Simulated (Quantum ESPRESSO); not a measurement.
**Beryllium (P6_3/mmc): from the cell to the phonon bands**

How does Beryllium (P6_3/mmc) vibrate, and is this structure a minimum?

Main program and level: Quantum ESPRESSO 7.5; DFT PBE, scalar-relativistic, plane waves, PseudoDojo norm-conserving pseudopotentials.

**What experiment says.**

For Be, hexagonal close-packed (crystalline beryllium, reference value from earlier work), “D retention and material defects probed using Raman microscopy in JET limiter samples and beryllium-based synthesized samples” (2021, arxiv:2109.15077) quotes earlier work: Raman mode (E2g) 455 cm⁻¹ [literature value quoted in the methods section; measurement temperature and sample not …].

## (1) Starting point

It takes space group P6_3/mmc (No. 194, hexagonal). Conventional cell: a = 2.285 Å, b = 2.285 Å, c = 3.584 Å, α = 90.00°, β = 90.00°, γ = 120.00°. Nearest to Be lie 12 Be at 2.23 to 2.29 Å.

## (2) A first look

Before anything dear is run, a loose run with smearing shows whether this is a metal and how far the cell is from rest.

probe.in

```
&CONTROL
  calculation = 'scf'
  prefix      = 'x'
  outdir      = './tmp'
  pseudo_dir  = './pseudo'
  tprnfor     = .true.
  tstress     = .true.
  verbosity   = 'high'
/
&SYSTEM
  ibrav       = 0
  nat         = 2
  ntyp        = 1
  ecutwfc     = 97.0
  occupations = 'smearing'
  smearing    = 'gaussian'
  degauss     = 0.01
/
&ELECTRONS
  conv_thr         = 1.0d-07
  mixing_beta      = 0.7
  electron_maxstep = 100
/
ATOMIC_SPECIES
 Be      9.0122  Be.upf
CELL_PARAMETERS angstrom
     2.285300000    0.000000000    0.000000000
    -1.142650000    1.979127860    0.000000000
     0.000000000    0.000000000    3.584200000
ATOMIC_POSITIONS crystal
 Be     0.333333330   0.666666670   0.250000000
 Be     0.666666670   0.333333330   0.750000000
K_POINTS automatic
 9 9 6 0 0 0
```

On the command line:

```console
$ OMP_NUM_THREADS=1 mpirun -n 4 pw.x -nk 4 -in probe.in > probe.out
```

The log of the run:

```text
[banners, grids, parts of the stress and lines that vanish by symmetry left out]
Program PWSCF v.7.5
     Message from routine setup:
     using ibrav=0 with symmetry is DISCOURAGED, use correct ibrav instead
[...]
kinetic-energy cutoff     =      97.0000  Ry
     charge density cutoff     =     388.0000  Ry
     scf convergence threshold =      1.0E-07
[...]
Exchange-correlation= PBE
                           (   1   4   3   4   0   0   0)
[...]
24 Sym. Ops., with inversion, found (12 have fractional translation)
[...]
(     0          1          0      )
                  (     0          0          1      )
[...]
(  0.0000000  1.0000000  0.0000000 )
                  (  0.0000000  0.0000000  1.0000000 )
[...]
(     0         -1          0      )       (  0.0000000 )
[...]
(  0.0000000  0.0000000  1.0000000 )
[...]
(    -1          0          0      )
                  (     0          0          1      )
[...]
( -0.8660254 -0.5000000  0.0000000 )
                  (  0.0000000  0.0000000  1.0000000 )
[...]
number of k points=    48  Gaussian smearing, width (Ry)=  0.0100
[...]
End of self-consistent calculation
[...]
the Fermi energy is     8.2537 ev
!    total energy              =     -55.82037732 Ry
[...]
convergence has been achieved in   4 iterations
[...]
atom    1 type  1   force =     0.00000000   -0.00000000    0.00000000
     atom    2 type  1   force =    -0.00000000    0.00000000    0.00000000
[...]
Total force =     0.000000     Total SCF correction =     0.000000
[...]
total   stress  (Ry/bohr**3)                   (kbar)     P=      -21.20
[...]
XML data file, charge density, pseudopotentials, collected wavefunctions

   JOB DONE.
```

Wall time 1.8 s (4 MPI ranks of Arm Neoverse V2, shared host); 7 s of CPU time.

This step gave:

| Quantity | Value |
| --- | --- |
| volume per atom | 8.105 Å³ |
| pressure | -2.120 GPa |
| gap on the k-mesh | 0 eV |

No gap opens on this mesh, so smearing is kept; the start stands at -2.1 GPa.

## (3) Relaxing the cell and atoms

The relaxation runs at a cutoff a fifth above that of the response, since stress converges more slowly with the basis than frequencies do. Forces and stress are brought to rest with tight thresholds.

relax.in

```
&CONTROL
  calculation   = 'vc-relax'
  prefix        = 'x'
  outdir        = './tmp'
  pseudo_dir    = './pseudo'
  tprnfor       = .true.
  tstress       = .true.
  forc_conv_thr = 2.0d-05
  etot_conv_thr = 1.0d-07
  nstep         = 40
/
&SYSTEM
  ibrav       = 0
  nat         = 2
  ntyp        = 1
  ecutwfc     = 116
  occupations = 'smearing'
  smearing    = 'mv'
  degauss     = 0.02
/
&ELECTRONS
  conv_thr         = 1.0d-11
  mixing_beta      = 0.7
  electron_maxstep = 100
/
&IONS
/
&CELL
  press_conv_thr = 0.2
/
ATOMIC_SPECIES
 Be      9.0122  Be.upf
CELL_PARAMETERS angstrom
     2.285300000    0.000000000    0.000000000
    -1.142650000    1.979127860    0.000000000
     0.000000000    0.000000000    3.584200000
ATOMIC_POSITIONS crystal
 Be     0.333333330   0.666666670   0.250000000
 Be     0.666666670   0.333333330   0.750000000
K_POINTS automatic
 18 18 10 0 0 0
```

On the command line:

```console
$ OMP_NUM_THREADS=1 mpirun -n 4 pw.x -nk 4 -in relax.in > relax.out
```

The log of the run:

```text
[banners, grids, parts of the stress and lines that vanish by symmetry left out]
[banner, memory and clock lines left out]
Program PWSCF v.7.5

[...]
kinetic-energy cutoff     =     116.0000  Ry
     charge density cutoff     =     464.0000  Ry
     scf convergence threshold =      1.0E-11
[...]
energy convergence thresh.=      1.0E-07
     force convergence thresh. =      2.0E-05
     press convergence thresh. =      2.0E-01
     Exchange-correlation= PBE
                           (   1   4   3   4   0   0   0)
[...]
24 Sym. Ops., with inversion, found (12 have fractional translation)
[...]
number of k points=   222  Marzari-Vanderbilt smearing, width (Ry)=  0.0200
[...]
End of self-consistent calculation
[...]
the Fermi energy is     8.6897 ev
!    total energy              =     -55.81887822 Ry
[...]
convergence has been achieved in   6 iterations
[...]
atom    1 type  1   force =    -0.00000000   -0.00000000    0.00000000
     atom    2 type  1   force =     0.00000000    0.00000000    0.00000000
     Total force =     0.000000     Total SCF correction =     0.000000
[...]
total   stress  (Ry/bohr**3)                   (kbar)     P=      -20.94
[...]
number of bfgs steps    =   0
[...]
CELL_PARAMETERS (angstrom)
[...]
ATOMIC_POSITIONS (crystal)
Be               0.3333333300        0.6666666700        0.2500000000
Be               0.6666666700        0.3333333300        0.7500000000
[...]
New effective cutoffs (rho, wfc):  467.92  117.11
[...]
End of self-consistent calculation
[...]
the Fermi energy is     8.8048 ev
!    total energy              =     -55.81902594 Ry
[...]
convergence has been achieved in   4 iterations
[...]
atom    1 type  1   force =     0.00000000   -0.00000000   -0.00000000
     atom    2 type  1   force =    -0.00000000    0.00000000    0.00000000
     Total force =     0.000000     Total SCF correction =     0.000000
[...]
total   stress  (Ry/bohr**3)                   (kbar)     P=       -8.69
[...]
number of bfgs steps    =   1
[...]
CELL_PARAMETERS (angstrom)
[...]
ATOMIC_POSITIONS (crystal)
Be               0.3333333300        0.6666666700        0.2500000000
Be               0.6666666700        0.3333333300        0.7500000000
[...]
New effective cutoffs (rho, wfc):  471.50  118.01
[...]
End of self-consistent calculation
[...]
the Fermi energy is     8.8939 ev
!    total energy              =     -55.81906076 Ry
[...]
convergence has been achieved in   5 iterations
[...]
atom    1 type  1   force =     0.00000000    0.00000000    0.00000000
     atom    2 type  1   force =     0.00000000    0.00000000    0.00000000
     Total force =     0.000000     Total SCF correction =     0.000000
[...]
total   stress  (Ry/bohr**3)                   (kbar)     P=        0.64
[...]
number of bfgs steps    =   2
[...]
CELL_PARAMETERS (angstrom)
[...]
ATOMIC_POSITIONS (crystal)
[...]
New effective cutoffs (rho, wfc):  471.43  117.99
[...]
End of self-consistent calculation
[...]
the Fermi energy is     8.8905 ev
!    total energy              =     -55.81906092 Ry
[...]
convergence has been achieved in   4 iterations
[...]
atom    1 type  1   force =    -0.00000000   -0.00000000   -0.00000000
     atom    2 type  1   force =     0.00000000    0.00000000    0.00000000
     Total force =     0.000000     Total SCF correction =     0.000000
[...]
total   stress  (Ry/bohr**3)                   (kbar)     P=        0.15
[...]
number of bfgs steps    =   3
[...]
CELL_PARAMETERS (angstrom)
[...]
ATOMIC_POSITIONS (crystal)
[...]
New effective cutoffs (rho, wfc):  471.43  118.00
[...]
End of self-consistent calculation
[...]
the Fermi energy is     8.8898 ev
!    total energy              =     -55.81906094 Ry
[...]
convergence has been achieved in   3 iterations
[...]
atom    1 type  1   force =     0.00000000   -0.00000000    0.00000000
     atom    2 type  1   force =    -0.00000000    0.00000000   -0.00000000
     Total force =     0.000000     Total SCF correction =     0.000000
[...]
total   stress  (Ry/bohr**3)                   (kbar)     P=       -0.01
[...]
bfgs converged in   5 scf cycles and   4 bfgs steps
[...]
End of BFGS Geometry Optimization
     Final enthalpy           =     -55.8190609444 Ry
     File ./tmp/x.bfgs deleted, as requested
[...]
CELL_PARAMETERS (angstrom)
[...]
ATOMIC_POSITIONS (crystal)
Be               0.3333333300        0.6666666700        0.2500000000
Be               0.6666666700        0.3333333300        0.7500000000
[...]
Final scf calculation at the relaxed structure.
[...]
kinetic-energy cutoff     =     116.0000  Ry
     charge density cutoff     =     464.0000  Ry
     scf convergence threshold =      1.0E-13
[...]
press convergence thresh. =      2.0E-01
     Exchange-correlation= PBE
                           (   1   4   3   4   0   0   0)
[...]
24 Sym. Ops., with inversion, found (12 have fractional translation)
[...]
number of k points=   222  Marzari-Vanderbilt smearing, width (Ry)=  0.0200
[...]
c_bands:  1 eigenvalues not converged
     c_bands:  2 eigenvalues not converged
     c_bands:  1 eigenvalues not converged
     c_bands:  2 eigenvalues not converged
     c_bands:  1 eigenvalues not converged
     c_bands:  1 eigenvalues not converged
[...]
End of self-consistent calculation
[...]
the Fermi energy is     8.8899 ev
!    total energy              =     -55.81905824 Ry
[...]
convergence has been achieved in   7 iterations
[...]
atom    1 type  1   force =    -0.00000000   -0.00000000   -0.00000000
     atom    2 type  1   force =     0.00000000    0.00000000    0.00000000
     Total force =     0.000000     Total SCF correction =     0.000000
[...]
total   stress  (Ry/bohr**3)                   (kbar)     P=        0.00
[...]
XML data file, charge density, pseudopotentials, collected wavefunctions
```

The job ended after 36 s (4 MPI ranks).

The steps of the relaxation:

```tsv
step	energy less that of the first step (eV)	largest force (eV/Å)	pressure (GPa)	volume (Å³)
1	0.0000	0.0000	-2.09	16.21
2	-0.0020	0.0000	-0.87	16.04
3	-0.0025	0.0000	0.06	15.91
4	-0.0025	0.0000	0.01	15.92
5	-0.0025	0.0000	0.00	15.92
6	-0.0024	0.0000	0.00	15.92
```

```tsv
conventional cell, symmetrised	before	after	change
a (Å)	2.285	2.266	-0.9 %
b (Å)	2.285	2.266	-0.9 %
c (Å)	3.584	3.580	-0.1 %
volume (Å³/atom)	8.11	7.96	-1.8 %
```

The relaxed structure:

```
Be
1.0
     2.26584    0.00000    0.00000
    -1.13292    1.96228    0.00000
     0.00000    0.00000    3.58042
Be
2
Cartesian
  0.0000 1.3082 0.8951
  1.1329 0.6541 2.6853
```

The last row of the table of steps is pw.x's closing run on a basis chosen anew for the final cell, so its energy can jump.

Numbers from this step:

```
volume per atom : 7.960 Å³
pressure        : 0 GPa
```

The volume changes by -1.8 % from the cell with which this run began.

## (4) Ground state

The response is built on this ground state, so it is converged far tighter than an energy would need. Smearing stays on, as the first look found no gap above 0.3 eV.

scf.in

```
&CONTROL
  calculation = 'scf'
  prefix      = 'x'
  outdir      = './tmp'
  pseudo_dir  = './pseudo'
  tprnfor     = .true.
  tstress     = .true.
/
&SYSTEM
  ibrav       = 0
  nat         = 2
  ntyp        = 1
  ecutwfc     = 97.0
  occupations = 'smearing'
  smearing    = 'mv'
  degauss     = 0.02
/
&ELECTRONS
  conv_thr         = 1.0d-12
  mixing_beta      = 0.7
  electron_maxstep = 100
/
ATOMIC_SPECIES
 Be      9.0122  Be.upf
CELL_PARAMETERS angstrom
     2.265842584    0.000000000    0.000000000
    -1.132921292    1.962277239    0.000000000
     0.000000000    0.000000000    3.580418777
ATOMIC_POSITIONS crystal
 Be     0.333333333   0.666666667   0.250000000
 Be     0.666666667   0.333333333   0.750000000
K_POINTS automatic
 18 18 10 0 0 0
```

On the command line:

```console
$ OMP_NUM_THREADS=1 mpirun -n 4 pw.x -nk 4 -in scf.in > scf.out
```

The log of the run:

```text
[banners, grids, parts of the stress and lines that vanish by symmetry left out]
[banner, memory and clock lines left out]
Program PWSCF v.7.5

[...]
kinetic-energy cutoff     =      97.0000  Ry
     charge density cutoff     =     388.0000  Ry
     scf convergence threshold =      1.0E-12
[...]
Exchange-correlation= PBE
                           (   1   4   3   4   0   0   0)
[...]
24 Sym. Ops., with inversion, found (12 have fractional translation)
[...]
number of k points=   222  Marzari-Vanderbilt smearing, width (Ry)=  0.0200
[...]
End of self-consistent calculation
[...]
the Fermi energy is     8.8900 ev
!    total energy              =     -55.81902613 Ry
[...]
convergence has been achieved in   6 iterations
[...]
atom    1 type  1   force =    -0.00000000   -0.00000000    0.00000000
     atom    2 type  1   force =    -0.00000000   -0.00000000    0.00000000
     Total force =     0.000000     Total SCF correction =     0.000000
[...]
total   stress  (Ry/bohr**3)                   (kbar)     P=        0.16
[...]
XML data file, charge density, pseudopotentials, collected wavefunctions
```

Run time: 7.7 s. Hardware: 4 MPI ranks.

Numbers from this step:

```
pressure : 0.016 GPa
```

The cell stands at 0.016 GPa, close enough for phonons.

[end of part 1 of 4]

[Host names and launcher messages were left out of these logs when they were recorded.]

[Logs are printed without paths, hosts, clocks, repeated set-up lines and the standing remarks that a program may print on its own settings, such as how far it seeks lower states.]

[Hosts, paths, dates, database ids (printed as entryN), source tags and the programs' standing remarks are cut or masked in the printed files.]
